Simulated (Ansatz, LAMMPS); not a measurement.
## Convergence of a linear-scaling basis for aqueous K+ and SO4 2-, 1.1 mol of salt per kg of water at 280 K (154 atoms)

Aim: test how closely localised support functions follow the reference on aqueous K+ and SO4 2-, 1.1 mol of salt per kg of water at 280 K (154 atoms), and at what cost. A setting counts as converged where the r.m.s. difference of forces stays under 1 % of the r.m.s. force.

Method: Kohn-Sham DFT, r2SCAN+D4, PAW (set soft_2), plane waves, in Ansatz 0.2.0.

## Step 1: Starting point

The cell holds 154 atoms: 53 O, 1 S, 98 H and 2 K. Cell: a = 11.520 Å, b = 11.520 Å, c = 11.520 Å, α = 90.0°, β = 90.0°, γ = 90.0°. 49 H2O, 2 K+, 1 SO4 2- placed at random, at 1.15 g/cm³; overlaps pushed apart, then 10 ps at 420 K with Joung-Cheatham ions (J. Phys. Chem. B 112, 9020 (2008)); MMFF94 bonds, angles, torsions, charges and radii (Halgren, J. Comput. Chem. 17, 490 (1996)) in harmonic and 12-6 forms; SPC/E water (Berendsen, Grigera and Straatsma, J. Phys. Chem. 91, 6269 (1987)); charges of ions scaled by 0.85. Snapshot after 20 ps at 280 K and fixed volume.

Limits known from the start: The network of contacts between molecules at the start is that of the classical potential that made the cell, and needn't be the one that DFT or experiment would give. The concentration wasn't checked against solubility and may exceed it. The density was typed from a rule of thumb and may lie off the real one at this temperature. The Brillouin zone is sampled at Γ only, in a cell whose shortest periodic width is 12 Å.

## Step 2: How the cell was made

A classical potential makes the cell, at a small fraction of what the same run would cost in DFT.

This step: classical MD, Joung-Cheatham ions (J. Phys. Chem. B 112, 9020 (2008)); MMFF94 bonds, angles, torsions, charges and radii (Halgren, J. Comput. Chem. 17, 490 (1996)) in harmonic and 12-6 forms; SPC/E water (Berendsen, Grigera and Straatsma, J. Phys. Chem. 91, 6269 (1987)); charges of ions scaled by 0.85 (LAMMPS 22 Jul 2025 - Update 4).

The input, in.lmp:

```
# aqueous K+ and SO4 2-, 1.1 mol of salt per kg of water
units real
atom_style full
boundary p p p
bond_style harmonic
angle_style harmonic
dihedral_style opls
improper_style harmonic
special_bonds lj 0 0 0.5 coul 0 0 0.75
read_data data.lmp
neigh_modify delay 0 every 1 check yes one 4000
comm_modify cutoff 12.0
timestep 0.5
thermo_style custom step time temp pe press density
thermo_modify norm yes
# push overlapping molecules apart
pair_style soft 2.6
pair_coeff * * 0.0
variable a equal ramp(1,60)
fix ad all adapt 1 pair soft a * * v_a
velocity all create 420 370922 mom yes dist gaussian
fix lim all nve/limit 0.03
fix lan all langevin 420 420 50 370923 zero yes
thermo 1000
run 3000 post no
unfix ad
pair_style lj/cut/coul/long 9.0
pair_modify mix arithmetic tail yes
pair_coeff 1 1 0.0763 3.0960   # O
pair_coeff 2 2 0.2681 3.4180   # S
pair_coeff 3 3 0.1553 3.1660   # O
pair_coeff 4 4 0.0000 1.0000   # H
pair_coeff 5 5 0.4297 2.8384   # K
kspace_style pppm 1.0e-4
# [... 18 lines left out ...]
compute msd all msd com yes
thermo 5000
fix md all nvt temp 280 280 100
run 20000 post no
print "== T280: mean square displacement over the hold $(c_msd[4]:%.2f) A^2"
unfix md
uncompute msd
write_dump all custom T280.dump id type xs ys zs modify sort id
```

Started as:

```console
> lmp -in in.lmp -log none -nocite
```

Log:

```text
LAMMPS (22 Jul 2025 - Update 4)
Reading data file ...
  orthogonal box = (0 0 0) to (11.52017 11.52017 11.52017)
  154 atoms
  orthogonal box = (0 0 0) to (11.52017 11.52017 11.52017)
  102 bonds
  55 angles
   Step          Time           Temp          PotEng         Press         Density
         0   0              420            0.41167661     6398.131       1.1480011
      1000   500            400.72422      1.0874333      31781.201      1.1480011
      2000   1000           368.39048      1.1194615      51916.355      1.1480011
      3000   1500           416.28596      1.0842232      55942.104      1.1480011
[... 29 lines left out ...]
Loop time of 5.34614 s on 1 MPI rank(s) for 10000 steps with 154 atoms
   Step          Time           Temp          PotEng         Press         Density
[... 4 lines left out ...]
Loop time of 2.61626 s on 1 MPI rank(s) for 5000 steps with 154 atoms
   Step          Time           Temp          PotEng         Press         Density
[... 2 lines left out ...]
     25000   24000          328.28276     -5.712356       3156.683       1.1480011
     30000   29000          264.39033     -5.6518028     -2674.9311      1.1480011
     35000   34000          315.45895     -5.6869226     -779.74537      1.1480011
     37000   36000          317.45479     -5.6200877     -3287.3499      1.1480011
Loop time of 10.3402 s on 1 MPI rank(s) for 20000 steps with 154 atoms
== T280: mean square displacement over the hold 15.68 A^2
```

It took 20 s on 1 thread of Arm Neoverse V2, shared host; peak memory 0.12 GiB.

The input also reads data.lmp (atoms, bonds and types; not printed here).

## Step 3: Plane-wave single point

This run is the reference for what follows, at a cutoff of 500 eV.

The input, input.yaml:

```yaml
crystal:
  lattice:
    - [11.52017, 0.0, 0.0]
    - [0.0, 11.52017, 0.0]
    - [0.0, 0.0, 11.52017]
  atoms:
    - { symbol: O, position: [0.53146, 0.91831, 0.63013] }
    - { symbol: S, position: [0.55116, 0.79439, 0.63508] }
    - { symbol: O, position: [0.47832, 0.73592, 0.71884] }
    - { symbol: O, position: [0.5392, 0.74596, 0.5199] }
    - { symbol: O, position: [0.67172, 0.78219, 0.66538] }
    - { symbol: O, position: [0.88647, 0.79741, 0.69532] }
    - { symbol: H, position: [0.80054, 0.79423, 0.70716] }
    - { symbol: H, position: [0.90649, 0.76152, 0.61886] }
    - { symbol: O, position: [0.91185, 0.12304, 0.85143] }
    - { symbol: H, position: [0.83, 0.11423, 0.8239] }
    - { symbol: H, position: [0.94756, 0.04458, 0.86158] }
    - { symbol: O, position: [0.16263, 0.81039, 0.57315] }
    - { symbol: H, position: [0.14794, 0.7383, 0.6192] }
    - { symbol: H, position: [0.14522, 0.87999, 0.62202] }
    - { symbol: O, position: [0.2167, 0.47701, 0.32933] }
    - { symbol: H, position: [0.2204, 0.50075, 0.41275] }
    - { symbol: H, position: [0.14129, 0.50308, 0.29515] }
    - { symbol: O, position: [0.3413, 0.41038, 0.91314] }
    - { symbol: H, position: [0.37572, 0.45429, 0.84664] }
    - { symbol: H, position: [0.39725, 0.40982, 0.9795] }
    - { symbol: O, position: [0.50966, 0.19402, 0.50276] }
    - { symbol: H, position: [0.55072, 0.23475, 0.43803] }
    - { symbol: H, position: [0.54433, 0.21799, 0.57864] }
    - { symbol: O, position: [0.35108, 0.55401, 0.54558] }
    - { symbol: H, position: [0.40361, 0.52153, 0.48458] }
    - { symbol: H, position: [0.39443, 0.61239, 0.59299] }
    - { symbol: O, position: [0.38622, 0.94112, 0.05274] }
    - { symbol: H, position: [0.36274, 0.87315, 0.00413] }
    - { symbol: H, position: [0.39562, 0.01102, 0.00213] }
    - { symbol: O, position: [0.95259, 0.06153, 0.41866] }
    - { symbol: H, position: [0.01745, 0.00497, 0.42999] }
    - { symbol: H, position: [0.88208, 0.03355, 0.46086] }
    [... 116 atom lines left out ...]
    - { symbol: H, position: [0.92286, 0.42383, 0.90092] }
    - { symbol: O, position: [0.14818, 0.58859, 0.67902] }
    - { symbol: H, position: [0.22126, 0.55433, 0.64709] }
    - { symbol: H, position: [0.14231, 0.57046, 0.7637] }
    - { symbol: K, position: [0.02828, 0.27163, 0.55002] }
    - { symbol: K, position: [0.59116, 0.94157, 0.40956] }
kpoints:
  mp_grid: { grid: [1, 1, 1] }
hamiltonian:
  xc: r2scan
  dispersion: d4
scf:
  occupations: { method: fixed }
output:
  forces: true
  stress: true
  populations: true
  dos:
    method: { smearing: { sigma: 0.1 } }
    de: 0.1
    projected: { site_lists: { H: [H], K: [K], O: [O], S: [S] } }
  eigenvalues: true
  write_density: true
  write_potential: true
  volumetric_format: npy
```

Started as:

```console
> ansatz run input.yaml --threads 8 --pin off --max-ram 15872MiB --backend cpu --events-out ev --progress --plain --runs-dir out
```

Log:

```text
Engine: ansatz 0.2.0, aarch64-unknown-linux-gnu
Pseudopotentials: kind: paw
Pseudopotential: O, paw, valence charge 6, recommended cutoff 500 eV (meta_gga), O.paw.azcp
Pseudopotential: S, paw, valence charge 6, recommended cutoff 500 eV (meta_gga), S.paw.azcp
Pseudopotential: H, paw, valence charge 1, recommended cutoff 500 eV (meta_gga), H.paw.azcp
Pseudopotential: K, paw, valence charge 9, recommended cutoff 500 eV (meta_gga), K.paw.azcp
[... 6 lines on functional and potentials left out ...]
Crystal: 154 atoms, lattice volume = 1528.891 Å³
Basis set: ecut = 500 eV, 38911 PW (Γ), exchange–correlation on 360×360×360 points (64 copies of the dense FFT grid, shifted against one another)
Bands: 374, of which v1, the nominal top of the filled ones, is band 220 counted from 1 (219 counted from 0)
Symmetry: 1 space group operations
Space group: P1 (ITA 1), of the structure as read, at distance tolerance 1.2e-4 Å
k-points: 1
[... 12 lines on functional and potentials left out ...]
Initial density: superposition of atomic densities (neutral atoms: chi_scale 0, normalization atom), corrected by the library's trained network
Initial wavefunctions: pseudopotential atomic-orbital guess
Functional: x = r2scan, c = r2scan; τ floored in thin density (d = 2e-4 eV/Å³)
SCF iter   1: F=—  HF=-35709.568786 eV  |F-HF|=—  |Δ(HF+E_count)|=         —  Δρ=5.92e-3  dr2=4.97e-1  dr2_τ=6.99e0  ethr=1.77e-3  ⟨swp⟩=5.0  Hψ=1339  notcnv=0  defer=151
preconditioner: auto → Resta (q_TF=auto, 2.217 Å⁻¹)  ε∞=2.1  [insulator: Δε(μ)=4.765 eV  Ē_g=18.832 eV  n_scr=256 (ndim 8)  ℏωp=19.8 eV  f_vac=0.249  ε∞_Penn≈2.1]
SCF iter   2: F=—  HF=-35707.456480 eV  |F-HF|=—  |Δ(HF+E_count)|=    2.11e0  Δρ=3.50e-3  dr2=7.53e-2  dr2_τ=1.77e-2  ethr=1.13e-4  ⟨swp⟩=3.0  Hψ=657  notcnv=0  defer=152
SCF iter   3: F=—  HF=-35707.433457 eV  |F-HF|=—  |Δ(HF+E_count)|=   2.30e-2  Δρ=1.33e-3  dr2=1.75e-2  dr2_τ=1.49e-3  ethr=1.71e-5  ⟨swp⟩=2.0  Hψ=387  notcnv=0  defer=152
SCF iter   4: F=—  HF=-35707.446995 eV  |F-HF|=—  |Δ(HF+E_count)|=   1.35e-2  Δρ=2.33e-4  dr2=6.43e-4  dr2_τ=1.20e-4  ethr=3.97e-6  ⟨swp⟩=2.0  Hψ=446  notcnv=0  defer=152
SCF iter   5: F=—  HF=-35707.447208 eV  |F-HF|=—  |Δ(HF+E_count)|=   2.13e-4  Δρ=1.12e-4  dr2=1.58e-4  dr2_τ=2.11e-5  ethr=1.46e-7  ⟨swp⟩=2.0  Hψ=442  notcnv=0  defer=152
SCF iter   6: F=—  HF=-35707.447269 eV  |F-HF|=—  |Δ(HF+E_count)|=   6.14e-5  Δρ=3.77e-5  dr2=2.80e-5  dr2_τ=2.82e-6  ethr=3.59e-8  ⟨swp⟩=2.0  Hψ=442  notcnv=0  defer=148
SCF iter   7: F=—  HF=-35707.447549 eV  |F-HF|=—  |Δ(HF+E_count)|=   2.79e-4  Δρ=1.53e-5  dr2=3.46e-6  dr2_τ=3.09e-7  ethr=6.35e-9  ⟨swp⟩=2.0  Hψ=592  notcnv=0  defer=148
SCF iter   8: F=—  HF=-35707.447553 eV  |F-HF|=—  |Δ(HF+E_count)|=   4.20e-6  Δρ=8.23e-6  dr2=7.72e-7  dr2_τ=1.00e-7  ethr=7.87e-10  ⟨swp⟩=2.0  Hψ=444  notcnv=0  defer=148
SCF iter   9: F=-35707.447554 eV  HF=-35707.447554 eV  |F-HF|=1.01e-7  |Δ(HF+E_count)|=   4.18e-7  Δρ=1.78e-6  dr2=4.39e-8  dr2_τ=5.35e-9  ethr=2.27e-11  ⟨swp⟩=24.0  Hψ=3899  notcnv=0
SCF 1 converged in 9 iterations: F = -35707.447554 eV  dr2 = 4.39e-8
  greatest PAW one-centre occupation: 0.989 electrons in one spin orbital (limit 2), on the K atom at site 153 (counted from 0), in its partial waves of l = 0
WARN: The input density's exchange-correlation potential varies sharply where the density is thin. Do not read a vacuum level from v_tot or v_xc, or from such a field of the output density. On a cell that repeats whose density bears no net charge and no dipole along the vacuum's axis use v_es (v_loc + v_h of the components); [...]
SCF converged after 9 iterations
Free energy (F): -35707.447554 eV
Harris-Foulkes:  -35707.447554 eV  (|F-HF|=1.01e-7)
Internal energy: -35707.447554 eV  (E = F + TS)
E sigma→0 (E₀):  -35707.447554 eV
Fermi energy:    -2.049030 eV
--- Per-component energies (eV) ---
  E_band       = -4458.137809
  E_kinetic    = 11278.086201
  E_local      = -35272.024522  (includes V_loc(G=0)·N_el)
  E_nonlocal   = 2735.317623
  E_hartree    = 12860.255390
  E_xc         = -5078.165977
  E_vxc        = -7299.941465  (∫ρ·V_xc dr)
  E_paw        = -10745.094843  (= ΣΔE_a)
  E_vpaw       = -2118.384098  (= ΣTr[D̂ρ^β])
  E_aug_tail   = 0.013761  (compensation charges beyond the density's cutoff)
  E_vtau       = 498.289564  (kinetic-family band-sum trace: ∫τ·v_τ [+ j·A + Jᵃ·Aᵃ] dr)
  E_ewald      = -11481.171292
  E_disp       = -2.468891  (pairwise vdW)
  E_core_change = -2.195005  (= ΣΔE_core)
  E_smearing   = -0.000000  (= −TS)
  E_closure    = 0.000000  (closes the sum)
  Σ components = -35707.447554   (vs F -35707.447554, Δ=0.00e0)
--- Forces (eV/Å), atoms counted from 1 ---
  atom   1  O     -1.48999694     1.79232646    -0.10456397
  atom   2  S      1.10758079     0.97653011     0.23662643
  atom   3  O     -1.40648363    -0.73513511     0.92333386
  atom   4  O     -0.60882938    -0.71262390    -1.43097263
  atom   5  O      2.01835342    -1.32839054     0.94323716
  atom   6  O      0.02734358    -0.49037999    -0.84085584
  atom   7  H      1.13194092    -0.23378453    -0.59298289
  atom   8  H     -0.61000343     0.69011600     1.55856132
  atom   9  O     -0.97949140    -0.25974852    -0.49710744
  atom  10  H      1.60787088    -0.24760513     0.46059413
  atom  11  H     -1.12116968     0.47197141     0.14825228
  atom  12  O     -0.46678940    -0.24790898     0.86682432
  atom  13  H      0.30785388     0.98810753    -0.16205388
  atom  14  H      0.04122570    -0.82188345    -0.39065543
[...]
atom 153  K      0.00457207    -0.31338390     0.04646282
  atom 154  K      0.27317849     0.29838285    -0.43594262
  max |Σ_I F_I| component: 1.49e-4 eV/Å
--- Stress (GPa, compression-positive) ---
       -3.322571       0.756568       0.733824
        0.756567      -3.782927      -0.724424
        0.733821      -0.724421      -4.281373
  P = ⅓ Tr σ = -3.7956 GPa (-37.956 kbar)
--- Band table (eV) ---
  k-point 0: bands = ["-30.5760", "-30.3149", "-27.1596", "-22.9829", [... 358 levels ...], "11.7146", "11.7462", "11.7986", "11.8353", "11.8587", "11.9187", "11.9628", "11.9843", "12.0511", "12.0874", "12.1250", "12.1375"]
--- Löwdin populations: 154 sites ---
  site symbol       q [e]
     0      O      6.8163
     1      S      3.3872
     2      O      6.8018
[...]
153      K      8.1517
  spilling = 0.011045 (of n_electrons = 440.000000)
```

Wall time 32 s (8 threads of Arm Neoverse V2, shared host); peak memory 4.4 GiB.

The program notes that the exchange-correlation potential is rough where the density is thin.

Read from the output:

- free energy: -35707.4476 eV
- free energy per atom: -231.8665 eV/atom
- SCF cycles: 9
- pressure: -3.796 GPa
- r.m.s. force component: 0.7378 eV/Å
- longest force: 2.594 eV/Å
- Fermi energy: -2.049 eV
- gap (highest filled to lowest empty level): 4.595 eV
- spilling of the projection: 0.01104

Length of the force by element:

```csv
element,coordination,atoms,mean length of the force (eV/Å),spread,least,most
H,all,98,1.33,0.346,0.617,2.05
K,all,2,0.456,0.139,0.317,0.595
O,all,53,1.02,0.416,0.208,2.59
S,all,1,1.50,0,1.50,1.50
```

Löwdin charges by element (they lack the spilled electrons, 0.032 e an atom on average):

```csv
element,coordination,atoms,mean charge (e),spread,least,most
H,all,98,0.396,0.0097,0.365,0.419
K,all,2,0.855,0.0064,0.848,0.861
O,all,53,-0.721,0.0358,-0.835,-0.642
S,all,1,2.61,0,2.61,2.61
```

States in the cell by windows of 1 eV, zero at the Fermi level; the larger projections on atomic orbitals stand beside the total:

```csv
from (eV),to (eV),total,O p,H s
-18,-12,0.0,0.0,0.0
-12,-11,10.4,0.1,0.0
-11,-10,1.6,0.0,0.0
-10,-9,2.0,0.9,0.2
-9,-8,5.1,3.4,1.3
-8,-7,49.3,33.9,14.1
-7,-6,43.8,30.5,11.7
-6,-5,5.7,4.0,1.1
-5,-4,22.2,17.5,2.3
-4,-3,42.2,35.1,3.0
-3,-2,38.7,34.2,1.4
-2,-1,67.5,65.8,0.4
-1,0,40.6,40.0,0.1
0,1,0.8,0.7,0.0
1,4,0.0,0.0,0.0
4,5,2.0,0.1,1.2
```

With fixed occupations the program's Fermi level is the highest filled level; weight inside the gap is the broadening of levels at its edges.

Between -26 and -18 eV lie 106 more states.

The levels nearest the highest filled one (over half full), pooled over k-points and spins:

```csv
level less the highest filled one (eV),occupation
-0.559,2
-0.541,2
-0.518,2
-0.398,2
-0.156,2
0,2
4.59,0
5.91,0
5.98,0
6.08,0
6.21,0
6.34,0
```

Valence density in the ac plane at fractional y = 0.263, with atoms of O and H and K within 0.2 Å of it. It is the smooth field of the valence electrons, not physical close to the nuclei.

Ten steps, logarithmic in the rise over the least value, from '0' (0.0 e/Å³) to '9' (6.1 e/Å³), each cell a mean:
```
00000000001111111247997531000011
00000000000111111247997531000000
00000000000011100124554310000000
00000000000000000122221000000000
00012333210000002354320000000000
00024666541000014788631100000000
00125787652000024899742222210000
01124665421000013677533455431000
44322222100000002333223456532113
88742100000000012321001345431136
99862000111101234431000112210147
88752112344211345532000000000146
55421136765311245542000000000013
11100247875310123442110000000001
00000135775310001223443100123321
10000012464200000136886421367753
10000001232100000147998642589974
10000013555310000136887642478863
00000025787420000013443321246642
00000025787420000000110000013321
11000013454210000000000000001122
32000001111100011110000000001233
32100000000000001112332100001234
21000000000111001135775310000122
```
Columns run along a (11.5 Å), rows up along c (11.5 Å). Atoms in or near the plane, at fractional coordinates: O at (0.65, 0.96), O at (0.58, 0.73), O at (0.89, 0.30), H at (0.27, 0.73), O at (0.65, 0.31), H at (0.73, 0.27), H at (0.30, 0.36), K at (0.03, 0.55).

(Part 1 of 2 ends here.)

[Logs are printed without paths, hosts, clocks, repeated set-up lines and the standing remarks that a program may print on its own settings, such as how far it seeks lower states.]

[Hosts, paths, dates, database ids (printed as entryN), source tags and the programs' standing remarks are cut or masked in the printed files.]

[The MMFF94 radii named for the starting cell were scaled by 0.96; in molecules described by MMFF94, hydrogen bound to N, O or S took a small fixed 12-6 site in their place.]
